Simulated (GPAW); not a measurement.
**SrCl2 (2H monolayer): G0W0 with GPAW, start to end**

Aim: the G0W0 gap of SrCl2 (2H monolayer) on LDA, step by step.

Main program and level: GPAW 26.7.0; LDA and many-body steps on it, plane waves.

### Step 1. The structure

The cell holds 3 atoms: 1 Sr and 2 Cl. Cell: a = 3.766 Å, b = 3.766 Å, c = 14.700 Å, α = 90.0°, β = 90.0°, γ = 120.0°. Vacuum lies along c.

As a file:

```
Sr Cl
1.0
     3.76565    0.00000    0.00000
    -1.88282    3.26115    0.00000
     0.00000    0.00000   14.70000
Sr Cl
1 2
Direct
  0.33333 0.66667 0.50000
  0.66667 0.33333 0.62506
  0.66667 0.33333 0.37494
```

The start is a generated structure, not a measured one.

### Step 2. Relaxation

This step: GPAW 26.7.0; DFT, LDA, plane waves, PAW.

Gaps follow bond lengths, so the structure is brought to rest first.

run.py reads:

```python
import json
import numpy as np
from gpaw.mpi import world
from ase import Atoms
from ase.constraints import FixSymmetry
from ase.filters import FrechetCellFilter
from ase.optimize import BFGS
from gpaw import GPAW, PW, FermiDirac

atoms = Atoms(['Sr', 'Cl', 'Cl'],
    cell=[[3.7656477900, 0.0000000000, 0.0000000000],
      [-1.8828238950, 3.2611466478, 0.0000000000],
      [0.0000000000, 0.0000000000, 14.7000000000]],
    scaled_positions=[[0.3333333333, 0.6666666667, 0.5000000000],
      [0.6666666667, 0.3333333333, 0.6250576694],
      [0.6666666667, 0.3333333333, 0.3749423306]],
    pbc=(True, True, False))
atoms.set_constraint(FixSymmetry(atoms))
atoms.calc = GPAW(mode=PW(550),
    xc='LDA',
    kpts={'size': (9, 9, 1), 'gamma': True},
    occupations=FermiDirac(0.02),
    convergence={'density': 1e-5},
    txt='relax.txt')
steps = []
opt = BFGS(FrechetCellFilter(atoms, mask=[1, 1, 0, 0, 0, 1]), logfile='bfgs.log')
opt.attach(lambda: steps.append([atoms.get_potential_energy(), atoms.cell[:], atoms.positions.copy(), atoms.get_forces()]))
converged = opt.run(fmax=0.03, steps=50)
res = {'converged': bool(converged), 'steps': steps, 'cell': atoms.cell[:], 'frac': atoms.get_scaled_positions()}

if world.rank == 0:
    with open('result.json', 'w') as f:
        json.dump(res, f, default=lambda x: x.tolist())
```

On the command line:

```sh
$ mpirun -n 4 gpaw python run.py
```

Numbers of over 12 decimals in the logs are rounded to 6 here.

The log of the run:

```text
Step     Time          Energy          fmax
BFGS:    0       -12.969754        0.677022
BFGS:    1       -12.994744        0.642663
BFGS:    2       -13.265869        0.153325
BFGS:    3       -13.267668        0.120664
BFGS:    4       -13.270458        0.094301
BFGS:    5       -13.272073        0.038501
BFGS:    6       -13.272242        0.006376
```

Wall time 33 s (4 MPI ranks of Arm Neoverse V2, shared host); peak memory 1 GiB.

The steps of the relaxation:

```csv
step,energy less that of the first step (eV),largest force (eV/Å)
1,0.0000,0.6770
2,-0.0250,0.6427
3,-0.2961,0.1072
4,-0.2979,0.1189
5,-0.3007,0.0943
6,-0.3023,0.0385
7,-0.3025,0.0064
```

The atoms that moved most (Å):

| atom | dx | dy | dz | length |
| --- | --- | --- | --- | --- |
| Cl3 | 0.000 | 0.000 | 0.206 | 0.206 |
| Cl2 | 0.000 | 0.000 | -0.206 | 0.206 |

Final coordinates:

```xyz
3
Lattice="4.0673 0.0000 0.0000 -2.0337 3.5224 0.0000 0.0000 0.0000 14.7000" Properties=species:S:1:pos:R:3
Sr    0.0000    2.3483    7.3500
Cl    2.0337    1.1741    8.9822
Cl    2.0337    1.1741    5.7178
```

### Step 3. Ground state

The ground-state density comes first.

run.py reads:

```python
import json
import numpy as np
from gpaw.mpi import world
from ase import Atoms
from gpaw import GPAW, PW, FermiDirac

atoms = Atoms(['Sr', 'Cl', 'Cl'],
    cell=[[4.0673404654, 0.0000000000, 0.0000000000],
      [-2.0336702327, 3.5224201689, 0.0000000000],
      [0.0000000000, 0.0000000000, 14.7000000000]],
    scaled_positions=[[0.3333333333, 0.6666666667, 0.5000000000],
      [0.6666666667, 0.3333333333, 0.6110307816],
      [0.6666666667, 0.3333333333, 0.3889692184]],
    pbc=(True, True, False))
calc = GPAW(mode=PW(450),
    xc='LDA',
    kpts={'size': (9, 9, 1), 'gamma': True},
    occupations=FermiDirac(0.001),
    nbands=-7,
    convergence={'density': 1e-6, 'bands': -3},
    maxiter=100,
    txt='gs.txt')
atoms.calc = calc
res = {'energy': atoms.get_potential_energy()}
kpts = calc.get_ibz_k_points()
res['kpts'] = kpts
res['eigenvalues'] = [calc.get_eigenvalues(kpt=k) for k in range(len(kpts))]
res['n_electrons'] = calc.get_number_of_electrons()
calc.write('gs.gpw')

if world.rank == 0:
    with open('result.json', 'w') as f:
        json.dump(res, f, default=lambda x: x.tolist())
```

On the command line:

```sh
$ mpirun -n 4 gpaw python run.py
```

The log of the run:

```text
__  _  _
 | _ |_)|_||  |
 |__||  | ||/\| - 26.7.0

Input parameters:
  mode=PW(ecut=450.000000),
  convergence={'density': 1e-06, 'bands': -3},
  kpts=MonkhorstPack(size=(9, 9, 1), gamma=True),
  maxiter=100,
  nbands=-7,
  occupations=Occupations(name='fermi-dirac', width=0.001, fixmagmom=False),
  xc=XC(name='LDA')
  [... matrices ...]
Diagonalizing LCAO Hamiltonian
Converting LCAO to pw mode

            Cl

        Sr

            Cl

Atoms  # Å, Bohr magnetons
|   | symbol |         x |        y |        z |    initial magnetic moments |
| 0 |     Sr | -0.000000 | 2.348280 | 7.350000 | ( 0.0000,  0.0000,  0.0000) |
| 1 |     Cl |  2.033670 | 1.174140 | 8.982152 | ( 0.0000,  0.0000,  0.0000) |
| 2 |     Cl |  2.033670 | 1.174140 | 5.717848 | ( 0.0000,  0.0000,  0.0000) |

Unit cell  # Å
| periodic |         x |        y |         z |   lengths |     angles |
|      yes |  4.067340 | 0.000000 |  0.000000 |  4.067340 |  90.000000 |
|      yes | -2.033670 | 3.522420 |  0.000000 |  4.067340 |  90.000000 |
|       no |  0.000000 | 0.000000 | 14.700000 | 14.700000 | 120.000000 |

Number of symmetries: 12
Symmetry operations  # r_c * U_cc + t_c -> r_c
|    | kind |            matrix            |
|  0 |  σ   |  1, 1, 0,  0,-1, 0,  0, 0, 1 |
|  1 |  C2  |  1, 1, 0,  0,-1, 0,  0, 0,-1 |
|  2 |  E   |  1, 0, 0,  0, 1, 0,  0, 0, 1 |
|  3 |  σ   |  1, 0, 0,  0, 1, 0,  0, 0,-1 |
|  4 |  C3  |  0, 1, 0, -1,-1, 0,  0, 0, 1 |
|  5 |  S3  |  0, 1, 0, -1,-1, 0,  0, 0,-1 |
|  6 |  σ   |  0,-1, 0, -1, 0, 0,  0, 0, 1 |
|  7 |  C2  |  0,-1, 0, -1, 0, 0,  0, 0,-1 |
|  8 |  σ   | -1, 0, 0,  1, 1, 0,  0, 0, 1 |
|  9 |  C2  | -1, 0, 0,  1, 1, 0,  0, 0,-1 |
| 10 |  C3  | -1,-1, 0,  1, 0, 0,  0, 0, 1 |
| 11 |  S3  | -1,-1, 0,  1, 0, 0,  0, 0,-1 |

BZ-sampling:
  Number of BZ points: 81
  Number of IBZ points: 12

  Monkhorst-Pack size: [9, 9, 1]
  Monkhorst-Pack shift: [0, 0, 0]

K-points  # in reciprocal-cell coordinates
|     |                                coordinates |     weight |
|   0 | (  0.00000000,   0.00000000,   0.00000000) | 0.01234568 |
|   1 | (  0.11111111,   0.00000000,   0.00000000) | 0.07407407 |
|   2 | (  0.22222222,  -0.11111111,   0.00000000) | 0.07407407 |
|   3 | (  0.22222222,   0.00000000,   0.00000000) | 0.07407407 |
|   4 | (  0.33333333,  -0.11111111,   0.00000000) | 0.14814815 |
|   5 | (  0.33333333,   0.00000000,   0.00000000) | 0.07407407 |
|   6 | (  0.33333333,   0.33333333,   0.00000000) | 0.02469136 |
|   7 | (  0.44444444,  -0.22222222,   0.00000000) | 0.07407407 |
|   8 | (  0.44444444,  -0.11111111,   0.00000000) | 0.14814815 |
|   9 | (  0.44444444,   0.00000000,   0.00000000) | 0.07407407 |
| ... |                                            |            |
|  11 | (  0.44444444,   0.44444444,   0.00000000) | 0.07407407 |

Plane wave coefficients: 4593
Cutoff: 450.000000 eV

Spin-components: 1 (collinear spins)
Bands:           19
Projectors:      15
Spin-degeneracy: 2
Datatype:        complex128

  Storage: CPU
  Wave functions: 16_492_608 bytes (4_123_152 per core)
  Projectors: 19_096_704 bytes (4_774_176 per core)
  [... matrices ...]
Parallelization:
  kpt:    4
  domain: 1
  band:   1

Density:
  Valence electrons: 24.0
  Components: 1
  Grid points: [20 20 72]
  Charge: 0.0  # |e|

Potential:
  Grid points: [20 20 72]

species:
  Sr:
    name:    Strontium
    Z:       38.0
    valence: 10
    core:    28
    charge:  0.0  # [|e|]
    compensation charges:
      type: gauss
      rc: 0.40  # [Å]
      lmax: 2
    cutoffs:
      filter: 2.39  # [Å]
      core: 1.85  # [Å]
    projectors
    | kind |    occ | energy [eV] | rcut [Å] |
    |   4s |  2.000 |     -40.901 |    1.291 |
    |   5s |  2.000 |      -3.641 |    1.291 |
    |   4p |  6.000 |     -22.864 |    1.291 |
    |    p |        |       4.348 |    1.291 |
    |    d |        |       0.000 |    1.254 |

    Using partial waves for Sr as LCAO basis

  Cl:
    name:    Chlorine
    Z:       17.0
    valence: 7
    core:    10
    charge:  0.0  # [|e|]
    compensation charges:
      type: gauss
      rc: 0.25  # [Å]
      lmax: 2
    cutoffs:
      filter: 1.40  # [Å]
      core: 1.49  # [Å]
    projectors
    | kind |    occ | energy [eV] | rcut [Å] |
    |   3s |  2.000 |     -20.688 |    0.794 |
    |   3p |  5.000 |      -8.701 |    0.794 |
    |    s |        |       6.523 |    0.794 |
    |    p |        |      18.511 |    0.794 |
    |    d |        |       0.000 |    0.794 |

    Using partial waves for Cl as LCAO basis

Reference energy: -111434.994330  # eV

eigensolver:
  PPCG
  Converge bands: -3
  niter=2

density mixing:
  MSR1-Mixer
  Pratt-step length: 0.05
  Maximum mixing coefficient: 0.75
  Old densities: 10
  SVD Regularization: 0.005
  Good broyden scale: 1.0
  Trust region scale: 1.0
  Backstep threshold: 4.0
  History deletion threshold: 6.0
  Fourier metric: weight=20.0, sigma=0.015

occupation numbers:
  Fermi-Dirac:
    width: 0.0010  # eV

poisson solver:
  ecut: 3600.000000  # eV

xc functional:
  name: None

Initialization done in: 0.662 s

convergence criteria:
- Maximum integral of absolute [dens]ity change: 1e-06 electrons / valence electron
- Maximum [total energy] change in last 3 cyles: 0.0005 eV / valence electron
- Maximum integral of absolute [eigenst]ate change: 4e-08 eV^2 / valence electron
maximum number of iterations: 100

SCF iterations
|iter     |     time |      energy | eigst |  dens |
|iter:   1|  |  -13.499295 | +1.47 |       |
|iter:   2|  |  -13.466001 | +0.28 | -1.24 |
|iter:   3|  |  -13.261901 | -0.53 | -1.28 |
|iter:   4|  |  -13.233870 | -1.26 | -1.68 |
|iter:   5|  |  -13.230854 | -2.33 | -1.99 |
|iter:   6|  |  -13.230589c| -3.17 | -2.35 |
|iter:   7|  |  -13.230591c| -3.87 | -3.20 |
|iter:   8|  |  -13.230589c| -4.41 | -3.84 |
|iter:   9|  |  -13.230589c| -4.89 | -4.47 |
|iter:  10|  |  -13.230589c| -5.26 | -5.20 |
|iter:  11|  |  -13.230589c| -5.56 | -5.64 |
|iter:  12|  |  -13.230589c| -6.05 | -6.41c|
|iter:  13|  |  -13.230589c| -6.51 | -6.96c|
|iter:  14|  |  -13.230589c| -6.90 | -7.49c|
|iter:  15|  |  -13.230589c| -7.23 | -8.23c|
|iter:  16|  |  -13.230589c| -7.69c| -8.61c|

Converged in 16 steps
SCF loop duration: 4.842 s (0.303 s/step)
Energy contributions relative to reference atoms: (reference = -111434.994330)
  [... matrices ...]
Energy contributions:
  Kinetic:          13.889303
  Coulomb:         -12.384548
  Zero:             -0.283308
  External:          0.000000
  Xc:              -14.452037
  Entropy:          -0.000000
  Spinorbit:         0.000000
  ----------------------------
  Free energy:     -13.230589
  Extrapolated:    -13.230589

dipole moment: (-1.160700, 0.670136, 0.000019)  # |e|*Ang

Fermi level: -2.175
Eigenvalues  # (at kpt = [0.000, 0.000, 0.000])
| band index |      eig [eV] | occ [0-2] |
|          0 |       -36.923 |     2.000 |
|        ... |               |           |
|          4 |       -17.276 |     2.000 |
|          5 |       -16.433 |     2.000 |
|          6 |        -6.516 |     2.000 |
|          7 |        -5.298 |     2.000 |
|          8 |        -5.298 |     2.000 |
|          9 |        -5.032 |     2.000 |
|         10 |        -5.032 |     2.000 |
|         11 |        -4.599 |     2.000 |
|         12 |         0.398 |     0.000 |
|         13 |         1.896 |     0.000 |
|         14 |         2.392 |     0.000 |
|         15 |         2.392 |     0.000 |
|         16 |         2.697 |     0.000 |
|         17 |         3.012 |     0.000 |
|         18 |         3.013 |     0.000 |

Gap: 4.805 eV
Transition (v -> c):
  (s=0, k=2, n=11, [0.22, -0.11, 0.00]) -> (s=0, k=9, n=12, [0.44, 0.00, 0.00])
Direct/indirect transitions are different
Direct gap: 4.848 eV
Transition at: (s=0, k=9, n=11, [0.44, 0.00, 0.00])
vacuum-level: 3.798  # V
# Writing to gs.gpw (mode='')
  [... matrices ...]
```

It took 7.1 s on 4 MPI ranks; peak memory 0.73 GiB; 28 s of CPU time.

This step gave:

```
total energy               : -13.23 eV
gap                        : 4.805 eV
k of the valence top       : 0.2222, -0.1111, 0
k of the conduction bottom : 0.4444, 0, 0
least direct gap           : 4.848 eV
```

The gap is indirect, with the least direct gap 0.04 eV higher.

### Step 4. Empty states on the mesh, 6×6×1 mesh, 352 bands

The sums over transitions need many empty states on a uniform mesh; this step solves for them.

run.py reads:

```python
import json
import numpy as np
from gpaw.mpi import world
from gpaw import GPAW

calc = GPAW('gs.gpw').fixed_density(kpts={'size': (6, 6, 1), 'gamma': True},
    parallel={'domain': 1, 'band': 1},
    txt='nscf.txt')
calc.diagonalize_full_hamiltonian(nbands=352)
calc.write('full.gpw', mode='all')
res = {}
kpts = calc.get_ibz_k_points()
res['kpts'] = kpts
res['eigenvalues'] = [calc.get_eigenvalues(kpt=k) for k in range(len(kpts))]
res['n_electrons'] = calc.get_number_of_electrons()

if world.rank == 0:
    with open('result.json', 'w') as f:
        json.dump(res, f, default=lambda x: x.tolist())
```

On the command line:

```sh
$ mpirun -n 4 gpaw python run.py
```

The log of the run:

```text
Diagonalizing LCAO Hamiltonian
Converting LCAO to pw mode
convergence criteria:
- Maximum integral of absolute [eigenst]ate change: 4e-08 eV^2 / valence electron
maximum number of iterations: 100

SCF iterations
|iter     |     time |      energy | eigst |  dens |
|iter:   1|  |             | +1.47 |       |
|iter:   2|  |             | +0.29 |       |
|iter:   3|  |             | -0.67 |       |
[...]
|iter:  15|  |             | -6.92 |       |
|iter:  16|  |             | -7.30 |       |
|iter:  17|  |             | -7.41c|       |
SCF steps: 17
  __  _  _
 | _ |_)|_||  |
 |__||  | ||/\| - 26.7.0

Input parameters:
  mode=PW(ecut=450.000000),
  convergence={'density': 1e-06, 'bands': -3},
  gpts=array([20, 20, 72]),
  kpts=MonkhorstPack(size=(6, 6, 1), gamma=True),
  maxiter=100,
  nbands=19,
  occupations=Occupations(name='fermi-dirac', width=0.001, fixmagmom=False),
  parallel={'domain': 1, 'band': 1},
  xc=XC(name='LDA')
Matrix size: 4521x4521
# Writing to full.gpw (mode='all')
  [... matrices ...]

timing:  # [seconds]
  Total: 155.754  # ━━━━━━━━━━━━━━━━━━━━━━━━━━━━━━━━━━━━━━━━━━━━━━━━━━━━━━━━━
```

Run time: 2.7 min. Hardware: 4 MPI ranks; peak memory 6.5 GiB; 11 min of CPU time.

Numbers from this step:

| Item | Value |
| --- | --- |
| gap | 4.800 eV |
| k of the valence top | 0.3333, -0.1667, 0 |
| k of the conduction bottom | 0.5, 0.5, 0 |
| least direct gap | 4.844 eV |
| k points computed | 7 |
| lowest point of the top converged band, above the valence top | 81.4383 eV |

On this mesh the gap is 4.800 eV.

(Continued in part 2 of 2.)

[Paths, hosts, dates, memory and timing lines, banners, echoed tables and standing remarks are left out of the program output.]

[Logs are printed without paths, hosts, clocks, repeated set-up lines and the standing remarks that a program may print on its own settings, such as how far it seeks lower states.]

[Runs of the session that timed out or met a known fault of the program may be left out.]

[Hosts, paths, dates, database ids (printed as entryN), source tags and the programs' standing remarks are cut or masked in the printed files.]
